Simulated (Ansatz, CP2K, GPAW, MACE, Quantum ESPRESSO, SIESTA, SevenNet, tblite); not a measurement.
# Running Ag(111)/Be(0001) interface (62 atoms) with CP2K, part 2 of 3

How do the settings of CP2K change the result for Ag(111)/Be(0001) interface (62 atoms)? A plane-wave run serves as the yardstick.

Program: CP2K 2026.2; the method stands at each step. Banners, paths, timers and routine set-up lines are dropped from the logs unmarked, and long logs keep their key lines alone; longer cuts are marked.

So far. Step 2 (PBE, DZVP-MOLOPT-SR, 600/50 Ry, diagonalisation): Forces lie 35 % from the reference's, at 29 times its CPU time. Step 3 (GFN1-xTB, diagonalisation): Against the first run (35 %), the force difference from the reference is 67 %, at 0.015 times the CPU time (on 1 against 4 cores) (124 SCF steps against 24); the model has changed, so this is no error of the program alone.

**4. PBE, SZV-MOLOPT-SR, 600/50 Ry, diagonalisation**

Method: Kohn-Sham DFT, PBE, GTH-PBE pseudopotentials, Gaussian and plane waves, SZV-MOLOPT-SR-GTH, diagonalisation.

input.inp

```
&GLOBAL
  PROJECT cell
  RUN_TYPE ENERGY_FORCE
  PRINT_LEVEL LOW
&END GLOBAL
&FORCE_EVAL
  METHOD QS
  STRESS_TENSOR ANALYTICAL
  &DFT
    BASIS_SET_FILE_NAME BASIS_MOLOPT
    POTENTIAL_FILE_NAME GTH_POTENTIALS
    &MGRID
      CUTOFF 600
      REL_CUTOFF 50
      NGRIDS 5
    &END MGRID
    &QS
      EPS_DEFAULT 1.0E-12
    &END QS
    &SCF
      SCF_GUESS ATOMIC
      EPS_SCF 5.0E-06
      MAX_SCF 200
      ADDED_MOS 31
      &DIAGONALIZATION
        ALGORITHM STANDARD
      &END DIAGONALIZATION
      &SMEAR ON
        METHOD FERMI_DIRAC
        ELECTRONIC_TEMPERATURE [K] 580
      &END SMEAR
      &MIXING
        METHOD BROYDEN_MIXING
        ALPHA 0.15
        NBROYDEN 12
      &END MIXING
      &PRINT
        &RESTART OFF
        &END RESTART
      &END PRINT
    &END SCF
    &XC
      &XC_FUNCTIONAL PBE
      &END XC_FUNCTIONAL
    &END XC
    &PRINT
      &MULLIKEN ON
      &END MULLIKEN
      &HIRSHFELD ON
        SHAPE_FUNCTION DENSITY
      &END HIRSHFELD
      &MO ON
        EIGENVALUES T
        OCCUPATION_NUMBERS T
        MO_INDEX_RANGE 162 185
        &EACH
          QS_SCF 0
        &END EACH
        ADD_LAST NUMERIC
      &END MO
    &END PRINT
  &END DFT
  &SUBSYS
    &CELL
      A 7.78060 0.00000 0.00000
      B 3.89030 6.73820 0.00000
      C 0.00000 0.00000 12.53554
    &END CELL
    &COORD
      Ag 3.37950 3.91139 0.01905
      Ag 6.66128 3.20024 2.33249
      Ag 6.13100 4.88378 0.01366
      Ag 9.41962 4.18489 2.32735
      Ag 8.89245 5.78771 12.44917
      Ag 4.46272 5.12117 2.29639
      Ag 3.94760 6.72290 12.50558
      Ag 7.21180 6.11970 2.35079
      Ag 2.82848 0.96747 0.00188
      Ag 6.15107 0.35477 2.31343
      Ag 5.58795 1.94411 0.03159
      Ag 1.18627 1.25283 2.30579
      Ag 8.30851 2.89743 0.04500
      Ag 3.79281 2.19490 2.31682
      Be 4.27065 4.43111 4.65069
      Be 3.69882 3.33716 6.57376
      Be 4.37581 4.48292 8.30291
      Be 3.62335 3.31425 10.14476
      Be 2.42338 3.41984 4.70008
      Be 1.70356 2.22657 6.48125
[... 38 atom lines left out ...]
      Be 6.34084 5.59560 4.72740
      Be 5.66214 4.50307 6.51447
      Be 6.25245 5.65315 8.24137
      Be 5.62456 4.54970 10.13837
    &END COORD
    &KIND Ag
      BASIS_SET SZV-MOLOPT-SR-GTH-q11
      POTENTIAL GTH-PBE-q11
    &END KIND
    &KIND Be
      BASIS_SET SZV-MOLOPT-SR-GTH-q4
      POTENTIAL GTH-PBE-q4
    &END KIND
  &END SUBSYS
  &PRINT
    &FORCES ON
    &END FORCES
    &STRESS_TENSOR ON
    &END STRESS_TENSOR
  &END PRINT
&END FORCE_EVAL
```

Command:

```
OMP_NUM_THREADS=1 cp2k.psmp -i input.inp > output.txt
```

Numbers of over 12 decimals in the logs are rounded to 6 here.

The program printed:

```text
CP2K| version string:                                       CP2K version 2026.2
 CP2K| Input file name                                                 input.inp
 GLOBAL| Basis set file name                                        BASIS_MOLOPT
 GLOBAL| Potential file name                                      GTH_POTENTIALS
 GLOBAL| Run type                                                   ENERGY_FORCE
 GLOBAL| Total number of message passing processes                             1
 GLOBAL| Number of threads for this process                                    1
 TOTAL NUMBERS AND MAXIMUM NUMBERS
  Total number of            - Atomic kinds:                                   2
                             - Atoms:                                         62
[... lines left out ...]
                        Smear method:                                FERMI_DIRAC
[... lines left out ...]
 Number of electrons:                                                        346
[... lines left out ...]
  Step     Update method      Time    Convergence         Total energy    Change
[... lines left out ...]
  *** SCF run converged in    29 steps ***
[... lines left out ...]
  Fermi energy:                                                 0.466660
  Total energy:                                             -1207.651292
  Total energy (extrapolated to T->0):                      -1207.647594
[... lines left out ...]
 MO| E(Fermi):            0.466660 a.u.         12.698452 eV
[... lines left out ...]
 !-----------------------------------------------------------------------------!
 !-----------------------------------------------------------------------------!
                           Hirshfeld Charges
  #Atom  Element  Kind  Ref Charge     Population                    Net charge
      1       Ag     1      11.000         11.087                        -0.087
      2       Ag     1      11.000         11.092                        -0.092
      3       Ag     1      11.000         11.083                        -0.083
[...]
61       Be     2       4.000          3.943                         0.057
     62       Be     2       4.000          3.999                         0.001
  Total Charge                                                           -0.000
 !-----------------------------------------------------------------------------!
 ENERGY| Total FORCE_EVAL ( QS ) energy [hartree]          -1207.651300
 FORCES| Atomic forces [hartree/bohr]
 FORCES|   Atom     x               y               z               |f|
 FORCES|      1 -4.93271041E-03 -5.54035865E-03  1.13809367E-02   1.35850258E-02
 FORCES|      2  1.48478007E-03  1.70132261E-04 -1.84212013E-02   1.84817254E-02
 FORCES|      3  1.96807754E-03 -5.45902981E-03  1.54192709E-02   1.64750797E-02
[...]
FORCES|     61  9.95686244E-03 -1.21960806E-02  2.35517580E-02   2.83296452E-02
 FORCES|     62 -2.04224296E-03 -1.13431078E-02  4.89201047E-02   5.02594617E-02
 FORCES| Sum    -1.53975968E-04  1.42018626E-05 -1.58015221E-03
 FORCES| Total atomic force                                       1.58770001E-03
 STRESS| Analytical stress tensor [bar]
 STRESS|                        x                   y                   z
 STRESS|      x        1.10033049304E+06   6.33039036959E+02   1.61722466789E+03
 STRESS|      y        6.33039036959E+02   1.09637111707E+06  -9.83951609040E+02
 STRESS|      z        1.61722466789E+03  -9.83951609040E+02   5.18898989307E+05
 STRESS| 1/3 Trace                                             9.05200199803E+05
```

Elapsed: 7.7 min, on 1 thread of Arm Neoverse V1, shared host; peak memory 2.3 GiB.

Compared with the plane-wave run:

* r.m.s. force component: 1.156 eV/Å
* r.m.s. difference of force components: 1159 meV/Å
* longest difference of force vectors: 4036 meV/Å
* force difference over r.m.s. force: 284.9 %
* slope of forces against the reference's: 0.4819
* correlation of force components: 0.1695
* pressure: 90.52 GPa
* pressure difference: 91.45 GPa

This is a coarse setting, run to see what it loses.

Against the first run (35 %), the force difference from the reference is 285 %, at 0.60 times the CPU time (on 1 against 4 cores), with 222 basis functions against 638: the smaller basis costs accuracy.

**5. PBE, DZVP-MOLOPT-SR, 300/50 Ry, diagonalisation**

Method: Kohn-Sham DFT, PBE, GTH-PBE pseudopotentials, Gaussian and plane waves, DZVP-MOLOPT-SR-GTH, diagonalisation.

Changes to input.inp since step 4:

```diff
@@ -12,5 +12,4 @@
     &MGRID
-      CUTOFF 600
+      CUTOFF 300
       REL_CUTOFF 50
-      NGRIDS 5
     &END MGRID
@@ -23,3 +22,3 @@
       MAX_SCF 200
-      ADDED_MOS 31
+      ADDED_MOS 32
       &DIAGONALIZATION
@@ -72,3 +71,3 @@
     &KIND Ag
-      BASIS_SET SZV-MOLOPT-SR-GTH-q11
+      BASIS_SET DZVP-MOLOPT-SR-GTH-q11
       POTENTIAL GTH-PBE-q11
@@ -76,3 +75,3 @@
     &KIND Be
-      BASIS_SET SZV-MOLOPT-SR-GTH-q4
+      BASIS_SET DZVP-MOLOPT-SR-GTH-q4
       POTENTIAL GTH-PBE-q4
```

Command:

```
OMP_NUM_THREADS=2 cp2k.psmp -i input.inp > output.txt
```

The program printed:

```text
CP2K| version string:                                       CP2K version 2026.2
 CP2K| Input file name                                                 input.inp
 GLOBAL| Basis set file name                                        BASIS_MOLOPT
 GLOBAL| Potential file name                                      GTH_POTENTIALS
 GLOBAL| Run type                                                   ENERGY_FORCE
 GLOBAL| Total number of message passing processes                             1
 GLOBAL| Number of threads for this process                                    2
[... lines left out ...]
                        Smear method:                                FERMI_DIRAC
[... lines left out ...]
 Number of electrons:                                                        346
[... lines left out ...]
  Step     Update method      Time    Convergence         Total energy    Change
[... lines left out ...]
  *** SCF run converged in    24 steps ***
[... lines left out ...]
  Fermi energy:                                                 0.248193
  Total energy:                                             -1222.486010
  Total energy (extrapolated to T->0):                      -1222.480298
[... lines left out ...]
 MO| E(Fermi):            0.248193 a.u.          6.753677 eV
[... lines left out ...]
     62       Be     2       4.000          4.026                        -0.026
  Total Charge                                                            0.000
 !-----------------------------------------------------------------------------!
 ENERGY| Total FORCE_EVAL ( QS ) energy [hartree]          -1222.486007
 FORCES| Atomic forces [hartree/bohr]
 FORCES|   Atom     x               y               z               |f|
 FORCES|      1 -5.14710295E-03 -2.45242748E-03 -1.65531656E-02   1.75075515E-02
 FORCES|      2  8.80989602E-04 -2.36886194E-04  1.12301534E-02   1.12671471E-02
 FORCES|      3  4.12865741E-03 -6.25065360E-03 -1.56770390E-02   1.73748679E-02
[...]
FORCES|     61  3.25134332E-02 -3.04383055E-03  6.94156536E-02   7.67132402E-02
 FORCES|     62 -1.27371690E-02 -2.23448860E-02 -4.71600648E-02   5.37177914E-02
 FORCES| Sum    -5.45023429E-04 -4.40861095E-02  6.09628967E-01
 FORCES| Total atomic force                                       6.11221204E-01
 STRESS| Analytical stress tensor [bar]
 STRESS|                        x                   y                   z
 STRESS|      x        2.02709749482E+05   5.58090422713E+04   2.14717482628E+03
 STRESS|      y        5.58090422713E+04   1.41362567854E+05   6.74022998171E+02
 STRESS|      z        2.14717482628E+03   6.74022998171E+02  -1.02223565528E+05
 STRESS| 1/3 Trace                                             8.06162506026E+04
```

The job ended after 5.6 min (2 threads; peak memory 1.1 GiB; 11 min of CPU time).

Numbers from this run, and their distance from the reference:

```yaml
r_m_s_force_component: 1.782 eV/Å
r_m_s_difference_of_force_components: 1746 meV/Å
longest_difference_of_force_vectors: 6121 meV/Å
force_difference_over_r_m_s_force: 429.4 %
slope_of_forces_against_the_reference_s: 0.8749
correlation_of_force_components: 0.2005
pressure: 8.062 GPa
pressure_difference: 8.991 GPa
energy_less_the_same_level_run_s: -235.4 meV/atom
r_m_s_force_difference_from_the_same_level_run: 1731 meV/Å
```

This is a coarse setting, run to see what it loses.

Against the first run (35 %), the force difference from the reference is 429 %, at 0.85 times the CPU time (on 2 against 4 cores): the grid matters here.

The difference per atom is largest on Be (3.2 eV/Å on average, against 0.037 on Ag). The forces add up to 31 eV/Å instead of zero, usually a sign of too coarse a grid.

**6. PBE, DZVP-MOLOPT-SR, 210/50 Ry, diagonalisation**

Method: Kohn-Sham DFT, PBE, GTH-PBE pseudopotentials, Gaussian and plane waves, DZVP-MOLOPT-SR-GTH, diagonalisation.

Changes to input.inp since step 5:

```diff
@@ -12,3 +12,3 @@
     &MGRID
-      CUTOFF 300
+      CUTOFF 210
       REL_CUTOFF 50
@@ -68,3 +68,28 @@
     &COORD
-[... 62 atom lines left out: the same atoms as in the first run ...]
+      SCALED
+      Ag 0.14411 0.58048 0.00152
+      Ag 0.61867 0.47494 0.18607
+      Ag 0.42559 0.72479 0.00109
+      Ag 0.90012 0.62107 0.18566
+      Ag 0.71343 0.85894 0.99311
+      Ag 0.19356 0.76002 0.18319
+      Ag 0.00850 0.99773 0.99761
+      Ag 0.47279 0.90821 0.18753
+      Ag 0.29174 0.14358 0.00015
+      Ag 0.76424 0.05265 0.18455
+      Ag 0.57393 0.28852 0.00252
+      Ag 0.05950 0.18593 0.18394
+      Ag 0.85285 0.43000 0.00359
+      Ag 0.32460 0.32574 0.18482
+      Be 0.22008 0.65761 0.37100
+      Be 0.22776 0.49526 0.52441
+      Be 0.22975 0.66530 0.66235
+      Be 0.21976 0.49186 0.80928
+      Be 0.05770 0.50753 0.37494
+      Be 0.05373 0.33044 0.51703
+[... 38 atom lines left out ...]
+      Be 0.39974 0.83043 0.37712
+      Be 0.39358 0.66829 0.51968
+      Be 0.38411 0.83897 0.65744
+      Be 0.38529 0.67521 0.80877
     &END COORD
```

The program printed:

```text
CP2K| version string:                                       CP2K version 2026.2
 CP2K| Input file name                                                 input.inp
 GLOBAL| Basis set file name                                        BASIS_MOLOPT
 GLOBAL| Potential file name                                      GTH_POTENTIALS
 GLOBAL| Run type                                                   ENERGY_FORCE
 GLOBAL| Total number of message passing processes                             1
 GLOBAL| Number of threads for this process                                    2
[... lines left out ...]
                        Smear method:                                FERMI_DIRAC
[... lines left out ...]
 Number of electrons:                                                        346
[... lines left out ...]
  Step     Update method      Time    Convergence         Total energy    Change
[... lines left out ...]
  *** SCF run converged in    23 steps ***
[... lines left out ...]
  Fermi energy:                                                 0.245886
  Total energy:                                             -1222.880931
  Total energy (extrapolated to T->0):                      -1222.875277
[... lines left out ...]
 MO| E(Fermi):            0.245886 a.u.          6.690906 eV
[... lines left out ...]
     62       Be     2       4.000          4.028                        -0.028
  Total Charge                                                           -0.000
 !-----------------------------------------------------------------------------!
 ENERGY| Total FORCE_EVAL ( QS ) energy [hartree]          -1222.880932
 FORCES| Atomic forces [hartree/bohr]
 FORCES|   Atom     x               y               z               |f|
 FORCES|      1 -5.64032659E-03 -2.08645597E-03 -1.66684494E-02   1.77201520E-02
 FORCES|      2  1.78715385E-03 -4.87004766E-04  1.13646255E-02   1.15145910E-02
 FORCES|      3  5.15031297E-03 -5.81044761E-03 -1.57462788E-02   1.75565464E-02
[...]
FORCES|     61 -5.13138153E-02  1.44418521E-02  4.82055303E-02   7.18710504E-02
 FORCES|     62 -2.72587227E-02  3.06298208E-02 -3.85510712E-02   5.62797386E-02
 FORCES| Sum    -8.65191526E-02  4.67896632E-02 -1.78521253E-01
 FORCES| Total atomic force                                       2.03825107E-01
 STRESS| Analytical stress tensor [bar]
 STRESS|                        x                   y                   z
 STRESS|      x        2.12381449159E+05   7.08896890288E+04   2.12286966368E+03
 STRESS|      y        7.08896890288E+04   1.31022680797E+05  -1.49558463154E+03
 STRESS|      z        2.12286966368E+03  -1.49558463154E+03  -8.04443869123E+04
 STRESS| 1/3 Trace                                             8.76532476815E+04
```

The job ended after 4.6 min (2 threads; peak memory 0.86 GiB).

Against the reference:

| Property | Result |
| --- | --- |
| r.m.s. force component | 2.067 eV/Å |
| r.m.s. difference of force components | 2105 meV/Å |
| longest difference of force vectors | 8506 meV/Å |
| force difference over r.m.s. force | 517.6 % |
| slope of forces against the reference's | 0.0212 |
| correlation of force components | 0.00417 |
| pressure | 8.765 GPa |
| pressure difference | 9.695 GPa |
| energy less the same-level run's | -408.8 meV/atom |
| r.m.s. force difference from the same-level run | 2116 meV/Å |

This is a coarse setting, run to see what it loses.

Against the first run (35 %), the force difference from the reference is 518 %, at 0.70 times the CPU time (on 2 against 4 cores): the grid matters here.

The difference per atom is largest on Be (3.8 eV/Å on average, against 0.060 on Ag). The forces add up to 10 eV/Å instead of zero, usually a sign of too coarse a grid.

**7. PBE+D3(BJ), DZVP-MOLOPT-SR, 600/50 Ry, diagonalisation**

Method: Kohn-Sham DFT, PBE+D3(BJ), GTH-PBE pseudopotentials, Gaussian and plane waves, DZVP-MOLOPT-SR-GTH, diagonalisation.

Changes to input.inp since step 6:

```diff
@@ -12,4 +12,5 @@
     &MGRID
-      CUTOFF 210
+      CUTOFF 600
       REL_CUTOFF 50
+      NGRIDS 5
     &END MGRID
@@ -43,2 +44,10 @@
       &END XC_FUNCTIONAL
+      &VDW_POTENTIAL
+        POTENTIAL_TYPE PAIR_POTENTIAL
+        &PAIR_POTENTIAL
+          TYPE DFTD3(BJ)
+          PARAMETER_FILE_NAME dftd3.dat
+          REFERENCE_FUNCTIONAL PBE
+        &END PAIR_POTENTIAL
+      &END VDW_POTENTIAL
     &END XC
@@ -67,6 +76,6 @@
     &END CELL
-    &COORD
-      SCALED
-[... 62 atom lines left out: the same atoms as in the first run ...]
-    &END COORD
+    &TOPOLOGY
+      COORD_FILE_NAME structure.xyz
+      COORD_FILE_FORMAT XYZ
+    &END TOPOLOGY
     &KIND Ag
```

structure.xyz

```xyz
62

[... 62 atom lines left out: the same atoms as in the first run ...]
```

Command:

```
OMP_NUM_THREADS=1 mpirun -np 4 cp2k.psmp -i input.inp > output.txt
```

The program printed:

```text
CP2K| version string:                                       CP2K version 2026.2
 CP2K| Input file name                                                 input.inp
 GLOBAL| Basis set file name                                        BASIS_MOLOPT
 GLOBAL| Potential file name                                      GTH_POTENTIALS
 GLOBAL| Run type                                                   ENERGY_FORCE
 GLOBAL| Total number of message passing processes                             4
 GLOBAL| Number of threads for this process                                    1
 TOTAL NUMBERS AND MAXIMUM NUMBERS
  Total number of            - Atomic kinds:                                   2
                             - Atoms:                                         62
[... lines left out ...]
                        Smear method:                                FERMI_DIRAC
[... lines left out ...]
 Number of electrons:                                                        346
[... lines left out ...]
  Step     Update method      Time    Convergence         Total energy    Change
[... lines left out ...]
  *** SCF run converged in    24 steps ***
[... lines left out ...]
  Fermi energy:                                                 0.249269
  Total energy:                                             -1222.820816
  Total energy (extrapolated to T->0):                      -1222.815277
[... lines left out ...]
 MO| E(Fermi):            0.249269 a.u.          6.782951 eV
[... lines left out ...]
 !-----------------------------------------------------------------------------!
 !-----------------------------------------------------------------------------!
                           Hirshfeld Charges
  #Atom  Element  Kind  Ref Charge     Population                    Net charge
      1       Ag     1      11.000         10.935                         0.065
      2       Ag     1      11.000         10.932                         0.068
      3       Ag     1      11.000         10.930                         0.070
[...]
61       Be     2       4.000          4.023                        -0.023
     62       Be     2       4.000          4.026                        -0.026
  Total Charge                                                           -0.000
 !-----------------------------------------------------------------------------!
 ENERGY| Total FORCE_EVAL ( QS ) energy [hartree]          -1222.820814
 FORCES| Atomic forces [hartree/bohr]
 FORCES|   Atom     x               y               z               |f|
 FORCES|      1 -5.08915834E-03 -3.06964517E-03 -1.69505496E-02   1.79622767E-02
 FORCES|      2  1.15893086E-03 -3.42441368E-05  1.21113037E-02   1.21666746E-02
 FORCES|      3  4.27246906E-03 -5.62738772E-03 -1.61429044E-02   1.76214314E-02
[...]
FORCES|     61  5.14702637E-03 -1.08210989E-02  1.39008276E-02   1.83526856E-02
 FORCES|     62  1.63259027E-02 -4.92607512E-03 -9.23589481E-03   1.93933769E-02
 FORCES| Sum    -1.50625560E-04  4.17929229E-05 -2.87594344E-04
 FORCES| Total atomic force                                       3.27330436E-04
 STRESS| Analytical stress tensor [bar]
 STRESS|                        x                   y                   z
 STRESS|      x        2.77707199047E+04   4.46578131497E+02   1.23086270754E+03
 STRESS|      y        4.46578131497E+02   2.79358216267E+04   2.58033336981E+02
 STRESS|      z        1.23086270754E+03   2.58033336981E+02  -2.37291486027E+05
 STRESS| 1/3 Trace                                            -6.05283148319E+04
```

Run time: 3.2 min. Hardware: 4 MPI ranks; peak memory 3.8 GiB.

Compared with the plane-wave run:

| Quantity | Value |
| --- | --- |
| r.m.s. force component | 0.4563 eV/Å |
| r.m.s. difference of force components | 144.4 meV/Å |
| longest difference of force vectors | 435.1 meV/Å |
| force difference over r.m.s. force | 35.51 % |
| slope of forces against the reference's | 1.066 |
| correlation of force components | 0.9504 |
| pressure | -6.053 GPa |
| pressure difference | -5.123 GPa |

Against the first run (35 %), the force difference from the reference is 36 %, at 1.0 times the CPU time; the model has changed, so this is no error of the program alone.

The difference per atom is largest on Be (0.27 eV/Å on average, against 0.042 on Ag).

[end of part 2 of 3]

[Also dropped from logs without a mark: logging warnings of Python, and SIESTA's first energy breakdown and zero terms.]

[Logs are printed without paths, hosts, clocks, repeated set-up lines and the standing remarks that a program may print on its own settings, such as how far it seeks lower states.]

[Hosts, paths, dates, database ids (printed as entryN), source tags and the programs' standing remarks are cut or masked in the printed files.]
